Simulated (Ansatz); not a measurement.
# ZrCdS3 (model cell, started as cubic perovskite with Zr in the octahedra): from the cell to its phonons, part 2 of 2

Aim: the phonons of ZrCdS3 (model cell, started as cubic perovskite with Zr in the octahedra) at a cell relaxed beforehand at this level. After the zone centre comes a 2×2×2 q mesh on a 8×8×8 k mesh.

Ansatz 0.2.0; DFT PBEsol, scalar-relativistic, plane waves, PAW; PAW set soft_1.

So far. Step 2 (Zone-centre response): Before it was imposed, the acoustic sum rule was missed by 7.8e-5 eV/Å². Small misses are needed for a sound result but don't prove that mesh and cutoff are converged. The lowest optical mode is imaginary, 135.7i cm⁻¹, so the energy falls along it.

The structure was built from a prototype and need not be the compound's stable phase.

## (3) Response at finite wavevector

Stability and thermal properties need the whole zone. Linear response on a 2×2×2 q mesh gives force constants as far as a supercell of that size would.

Input file input.yaml:

```yaml
crystal:
  lattice:
    - [4.9204475525, 0.0, 0.0]
    - [0.0, 4.9204475525, 0.0]
    - [0.0, 0.0, 4.9204475525]
  atoms:
    - { symbol: Cd, position: [0.0, 0.0, 0.0] }
    - { symbol: Zr, position: [0.5, 0.5, 0.5] }
    - { symbol: S, position: [0.5, 0.5, 0.0] }
    - { symbol: S, position: [0.5, 0.0, 0.5] }
    - { symbol: S, position: [0.0, 0.5, 0.5] }
kpoints:
  mp_grid: { grid: [8, 8, 8] }
hamiltonian:
  xc: pbesol
  pseudopotentials: { kind: paw, azcp: { folder: soft_1 }, xc_functional: pbe }
scf:
  occupations: { method: methfessel_paxton, width: 0.2 }
output:
  eigenvalues: true
phonons:
  method: dfpt
  qmesh: [2, 2, 2]
  temperatures: { t_max: 1000, t_step: 50 }
  qpath:
    path:
      - [[0.0, 0.0, 0.0], [0.0, 0.5, 0.0], [0.5, 0.5, 0.0], [0.0, 0.0, 0.0], [0.5, 0.5, 0.5], [0.0, 0.5, 0.0]]
      - [[0.5, 0.5, 0.5], [0.5, 0.5, 0.0]]
    npoints: 10
```

The run is started by

```bash
> ansatz run input.yaml --threads 8 --pin off --max-ram 16384MiB --backend cpu --events-out ev --progress --plain --runs-dir out
```

Numbers of over 12 decimals in the logs are rounded to 6 here.

What it wrote:

```text
[...]
Crystal: 5 atoms, lattice volume = 119.128 Å³
Basis set: ecut = 420 eV, 2325 PW (Γ), exchange–correlation on 72×72×72 points (8 copies of the dense FFT grid, shifted against one another)
Bands: 30, of which v1, the nominal top of the filled ones, is band 25 counted from 1 (24 counted from 0)
Symmetry: 48 space group operations
k-points: 35 of 512
[...]
SCF iter   1: F=—  HF=-14971.455202 eV  |F-HF|=—  |Δ(HF+E_count)|=         —  Δρ=3.98e-2  dr2=4.29e0  ethr=3.10e-3  ⟨swp⟩=6.0  Hψ=4609  notcnv=0
[...]
SCF iter  11: F=-14970.366091 eV  HF=-14970.366091 eV  |F-HF|=1.46e-11  |Δ(HF+E_count)|=  2.46e-10  S|Δr|=    0.00e0  Δρ=9.46e-8  dr2=7.45e-12  ethr=1.00e-12  ⟨swp⟩=6.7  Hψ=6217  notcnv=0
SCF 1 converged in 11 iterations: F = -14970.366091 eV  dr2 = 7.45e-12
[...]
iter 1 solved again at ethr=1.25e-6 eV; its pass at ethr=3.10e-3 eV (dr2=6.26e-4 eV) is discarded
SCF iter   1: F=—  HF=-14970.366089 eV  |F-HF|=—  |Δ(HF+E_count)|=         —  Δρ=2.04e-6  dr2=2.20e-9  ethr=1.25e-6  ⟨swp⟩=3.3  Hψ=7267  notcnv=0
eigensolver tolerance schedule: the retry pair's looser diagonalisation over-reported the residual by 285096.25 of it (diagonalisation noise at an unbounded share of the residual, at the tolerance the schedule requests for it); recorded, not acted on — ethr = c·dr2/N_el stays at c = 1.0e-1
[...]
SCF iter   2: F=—  HF=-14970.366091 eV  |F-HF|=—  |Δ(HF+E_count)|=   1.36e-6  S|Δr|=    0.00e0  Δρ=9.80e-7  dr2=5.56e-10  ethr=4.39e-12  ⟨swp⟩=5.1  Hψ=3562  notcnv=0
[...]
SCF iter   7: F=-14970.366091 eV  HF=-14970.366091 eV  |F-HF|=3.64e-12  |Δ(HF+E_count)|=    0.00e0  S|Δr|=    0.00e0  Δρ=1.28e-7  dr2=9.03e-12  ethr=1.00e-12  ⟨swp⟩=1.7  Hψ=2349  notcnv=0
SCF 2 converged in 7 iterations: F = -14970.366091 eV  dr2 = 9.03e-12
phonons: the bands overlap, so this run is a metal and interpolates without the dipole-dipole term. If the crystal is really an insulator or semiconductor, its LO-TO splitting is missing
NSCF: frozen V_eff on 35 k-points
WARN: eigensolver did not converge (k=33): 1 band(s) unlocked after 2 eigensolves, warm-restarted (20 sweeps on the last) at ethr=1.77e-12 eV (storage-precision floor; scheduled 1.00e-12 eV) (lowest unlocked band 29, counted from 0; max residual 3.07e-2 eV among the unlocked bands, 3.07e-2 eV over every band; other slots of this pass that fall short are told together in one closing line; warning suppressed until the next SCF loop or pass starts)
[...]
DFPT response loops at q = (0, 0, 0) (fractional): preconditioner auto → Kerker (q_TF=auto, 2.361 Å⁻¹) (partly filled bands, converged f_vac=0.003); β = 1.00, the filter's whole step (`scf.mixing.beta` (0.50) is not read by the response loops under this deck's `scf.mixing.preconditioner`; to damp them name `kerker` or `kerker_dos`, under which they read `scf.mixing.beta`, and type it under 1.00, their step now; both keys bind the ground state too); Broyden in place of MSR1
[...]
SCF converged after 11 iterations
[...]
Free energy (F): -14970.366091 eV
[...]
Internal energy: -14970.356736 eV  (E = F + TS)
E sigma→0 (E₀):  -14970.363752 eV
Entropy (-TS):   -0.009355 eV (-1.871 meV/atom)
Fermi energy:    7.115321 eV
[...]
--- Band table (eV; the first three rows and the last of 35) ---
  k-point 0: bands = [... 21 lower, 6.1008, 6.1008, 6.7086, 6.7086, 6.7086, 7.8622, 7.8622, 7.8622, ... 1 higher]
  k-point 1: bands = [... 21 lower, 5.8765, 6.0477, 6.6030, 6.6030, 6.6730, 7.8692, 8.3346, 8.3346, ... 1 higher]
  k-point 2: bands = [... 21 lower, 5.3966, 5.9262, 6.5796, 6.5796, 7.2472, 7.8863, 9.2105, 9.2105, ... 1 higher]
  k-point 34: bands = [... 21 lower, 3.2528, 5.6842, 7.3617, 7.3617, 7.3617, 10.7764, 10.7764, 10.7764, ... 1 higher]
--- Phonons (Γ-DFPT): 4 representative perturbations + reference (Σ response iterations 12) ---
  ASR residual: 5.530e-5 → 0.000e0 eV/Å²; symmetrization residual: 1.810e-5 eV/Å²
  ASR residual per site (eV/Å²): 4.00e-5 3.02e-5 5.53e-5 5.53e-5 5.53e-5
[...]
--- Phonons (arbitrary-q DFPT): 4 irreducible q on the 2×2×2 mesh ---
  q = [0.0000, 0.0000, 0.0000] (star 1, of the zone-centre solve; hermiticity 2.93e-6, symmetrization 2.03e-12): -135.65 -135.65 -135.65 -118.82 -118.82 -118.82 -57.26 -57.26 -57.26 -0.00 0.00 0.00 356.74 356.74 356.74
  q = [0.0000, 0.0000, -0.5000] (star 3, 9 solved perturbations in 975 linear systems a pass and spin channel, the states on 125 of 512 k-point pairs; hermiticity 8.91e-7, symmetrization 2.20e-12): -129.29 -118.02 -118.02 -71.32 -71.32 -53.69 -50.76 -50.76 -31.80 51.06 51.06 199.92 361.37 361.37 414.85
[...]
sum rule: each row above includes the acoustic sum rule's correction from the zone centre's row sums; it moved no ω² by more than (0.68 cm⁻¹)²
  mesh force constants: q→R imaginary residual 2.89e-18; ASR residual 5.530e-5 → 0.000e0 eV/Å²; symmetrization residual 1.776e-14 eV/Å²
  interpolated dispersion: 62 rows × 15 modes
  density of states and harmonic sums: on the 14×14×14 q-mesh, interpolated from the force constants of a 2×2×2 supercell (no non-analytic term)
  largest difference from the sums on the solved wave vectors: F 2.18e-1 eV, S 3.16e-4 and C_V 9.86e-5 eV/K
  zero-point energy: 0.105719 eV/cell   skipped modes (ω ≤ 0): 875, of them read as no rigid motion or as one in doubt: 872 (7.105e0 modes/cell left out, lowest -183.56 cm⁻¹)   left out of the sums: 4.74e-1 of the cell's modes: C_V's classical limit lies that fraction below 3 k_B per atom; for a crystal, a wire or a layer, F and S can be off by more, and a phonons.interpolated_qmesh denser along its periods is the remedy for the sampling
```

It took 1.7 min on 8 threads of AMD EPYC 7B13 (Zen 3), shared host; peak memory 1.5 GiB; 13 min of CPU time.

Numbers from this step:

```yaml
sum_rule_residual_before_enforcement: 5.53e-5 eV/Å²
lowest_frequency_on_the_path: -183.6 cm⁻¹
highest_frequency_on_the_path_or_at_a_solved_wavevector: 466.9 cm⁻¹
lowest_mode_on_the_q_mesh_acoustic_modes_at_gamma_apart: -183.6 cm⁻¹
```

Frequencies (cm⁻¹) solved at each irreducible wavevector; negative means imaginary. Frequencies by wavevector, by row:

| q in reciprocal lattice units | star | mode 1 | mode 2 | mode 3 | mode 4 | mode 13 | mode 14 | mode 15 |
| --- | --- | --- | --- | --- | --- | --- | --- | --- |
| 0 0 0 | 1 | -135.7 | -135.7 | -135.7 | -118.8 | 356.7 | 356.7 | 356.7 |
| 0 0 -0.5 | 3 | -129.3 | -118 | -118 | -71.3 | 361.4 | 361.4 | 414.9 |
| 0 -0.5 -0.5 | 3 | -183.6 | -97.4 | -97.4 | -64.5 | 364.2 | 367.4 | 446.3 |
| -0.5 -0.5 -0.5 | 1 | -180.2 | -180.2 | -180.2 | -64.9 | 361.9 | 361.9 | 466.9 |

Interpolated from a 2×2×2 q mesh. The phonon branches at the labelled points (cm⁻¹):

| point | branch 1 | branch 2 | branch 3 | branch 4 | branch 12 | branch 13 | branch 14 | branch 15 |
| --- | --- | --- | --- | --- | --- | --- | --- | --- |
| Γ | -136 | -136 | -136 | -119 | 0 | 357 | 357 | 357 |
| halfway | -132 | -124 | -124 | -96 | 138 | 359 | 359 | 385 |
| X | -129 | -118 | -118 | -71 | 200 | 361 | 361 | 415 |
| halfway | -158 | -103 | -98 | -77 | 197 | 364 | 365 | 428 |
| M | -184 | -97 | -97 | -64 | 194 | 364 | 367 | 446 |
| halfway | -147 | -107 | -106 | -88 | 138 | 362 | 364 | 404 |
| Γ | -136 | -136 | -136 | -119 | 0 | 357 | 357 | 357 |
| halfway | -149 | -134 | -134 | -72 | 138 | 365 | 365 | 420 |
| R | -180 | -180 | -180 | -65 | 185 | 362 | 362 | 467 |
| halfway | -160 | -146 | -136 | -70 | 194 | 365 | 366 | 440 |
| X | -129 | -118 | -118 | -71 | 200 | 361 | 361 | 415 |
| jump to R | -180 | -180 | -180 | -65 | 185 | 362 | 362 | 467 |
| halfway | -182 | -150 | -150 | -66 | 190 | 363 | 366 | 455 |
| M | -184 | -97 | -97 | -64 | 194 | 364 | 367 | 446 |

Tetrahedra on a 14×14×14 mesh, mean over bins of 10 cm-1. Interpolated from a 2×2×2 q mesh. Table of phonon density of states by wavenumber; read off at these points:

| wavenumber (cm⁻¹) | phonon density of states (1/cm⁻¹/cell) |
| --- | --- |
| -185 | 0.00277 |
| -165 | 0.0244 |
| -145 | 0.0336 |
| -115 | 0.0644 |
| -95 | 0.0256 |
| -75 | 0.0560 |
| -65 | 0.129 |
| -55 | 0.0559 |
| -25 | 0.0210 |
| -5 | 0.00866 |
| 15 | 0.0110 |
| 35 | 0.0152 |
| 65 | 0.0303 |
| 85 | 0.0283 |
| 105 | 0.0358 |
| 115 | 0.0405 |
| 125 | 0.0363 |
| 155 | 0.0163 |
| 175 | 0.024 |
| 185 | 0.0383 |
| 195 | 0.0282 |
| 215 | 0 |
| 245 | 0 |
| 265 | 0 |
| 285 | 0 |
| 305 | 0 |
| 335 | 0 |
| 355 | 0.0139 |
| 365 | 0.188 |
| 375 | 0.003 |
| 395 | 0.00624 |
| 425 | 0.0173 |
| 445 | 0.0157 |
| 465 | 0.00187 |

The partial phonon density of states has structure finer than the step of the table below, so its rows give means over 20 cm⁻¹, whole bins alone (the curve runs from -192 to 489 cm⁻¹). Peaks (cm⁻¹: height): Cd -67.5: 0.102; S -110.4: 0.0550, 120.9: 0.0263, 365.1: 0.137; Zr -54.7: 0.0126, -16.1: 0.0083, 95.2: 0.0245, 142.3: 0.0311, 176.6: 0.0350, 189.5: 0.0343, 365.1: 0.0116.

Phonopy on the run's constants, 11x11x11 mesh, Gaussian sigma 4.9 cm-1. Interpolated from a 2×2×2 q mesh. The partial phonon density of states by wavenumber; means over each step; values in 1/cm⁻¹/cell:

| wavenumber (cm⁻¹) | Cd | S | Zr |
| --- | --- | --- | --- |
| -180 | 3.4e-6 | 0.0130 | 0 |
| -160 | 3.2e-5 | 0.0263 | 7.0e-6 |
| -140 | 2.8e-4 | 0.0367 | 3.5e-5 |
| -120 | 0.00286 | 0.0480 | 7.4e-4 |
| -100 | 0.00812 | 0.0321 | 9.3e-4 |
| -80 | 0.0330 | 0.0140 | 0.00132 |
| -60 | 0.0677 | 0.00929 | 0.00818 |
| -40 | 0.0154 | 0.00647 | 0.00375 |
| -20 | 0.00763 | 0.00563 | 0.00657 |
| 0 | 0.00199 | 0.00221 | 0.00376 |
| 20 | 0.00183 | 0.00433 | 0.00588 |
| 40 | 0.00395 | 0.0121 | 0.00470 |
| 60 | 0.00241 | 0.0145 | 0.00157 |
| 80 | 0.00187 | 0.0202 | 0.00708 |
| 100 | 0.00126 | 0.0232 | 0.0168 |
| 120 | 6.0e-4 | 0.0253 | 0.00194 |
| 140 | 5.5e-4 | 0.0136 | 0.0212 |
| 160 | 9.6e-5 | 0.00102 | 0.00966 |
| 180 | 2.4e-4 | 7.8e-4 | 0.0307 |
| 200 | 1.0e-4 | 2.6e-4 | 0.0157 |
| 220 | 0 | 4.5e-7 | 4.6e-5 |
| 240 | 0 | 0 | 0 |
| 260 | 0 | 0 | 0 |
| 280 | 0 | 0 | 0 |
| 300 | 0 | 0 | 0 |
| 320 | 0 | 0 | 0 |
| 340 | 0 | 0.00106 | 1.1e-4 |
| 360 | 0 | 0.0796 | 0.00701 |
| 380 | 0 | 0.0159 | 0.00128 |
| 400 | 0 | 0.00776 | 3.0e-4 |
| 420 | 0 | 0.0156 | 3.2e-4 |
| 440 | 0 | 0.0155 | 2.1e-4 |
| 460 | 0 | 0.00526 | 4.5e-5 |

Symmetry leaves 4 wavevectors to solve. The lowest mode among them, the acoustic zeros apart, lies at q = (0, -0.5, -0.5) and is imaginary, 183.6i cm⁻¹, so the energy falls along it.

## (4) Outcome

| Property | Result |
| --- | --- |
| space group (within 0.01 Å) | Pm-3m |
| volume per atom | 23.8 Å³ |
| electronic character | no gap on this mesh |
| highest optical mode at the zone centre (no LO-TO term) | 357 cm⁻¹ |
| lowest optical zone-centre mode | -136 cm⁻¹ |
| lowest mode on the q mesh (acoustic modes at Γ apart) | -184 cm⁻¹ |
| highest frequency on the path or at a solved wavevector | 467 cm⁻¹ |
| imaginary modes on the 2×2×2 q mesh | yes |

**Reading.** Modes are clearly imaginary (beyond 10i cm⁻¹) at 4 of the 4 irreducible wavevectors, most at q = (0, -0.5, -0.5) (183.6i cm⁻¹), so this structure is not a minimum of the energy. The optical modes at Γ span -136 to 357 cm⁻¹ (negative means imaginary). The highest mode in this list at Γ, 356.7 cm⁻¹, is mostly motion of S (89 % of the kinetic energy). With no gap, or one that is small against the smearing, the frequencies hang on the k mesh and the smearing, most of all near Kohn anomalies. The PAW files were made for PBE and serve the other functionals too. A phonon run warned that its eigensolver left some bands unconverged in a pass. The starting cell was built on a prototype and not taken from a measurement, so the phase need not exist. These are harmonic frequencies at zero temperature: anharmonic shifts, linewidths and thermal expansion are left out.

[Logs are printed without paths, hosts, clocks, repeated set-up lines and the standing remarks that a program may print on its own settings, such as how far it seeks lower states.]

[Hosts, paths, dates, database ids (printed as entryN), source tags and the programs' standing remarks are cut or masked in the printed files.]
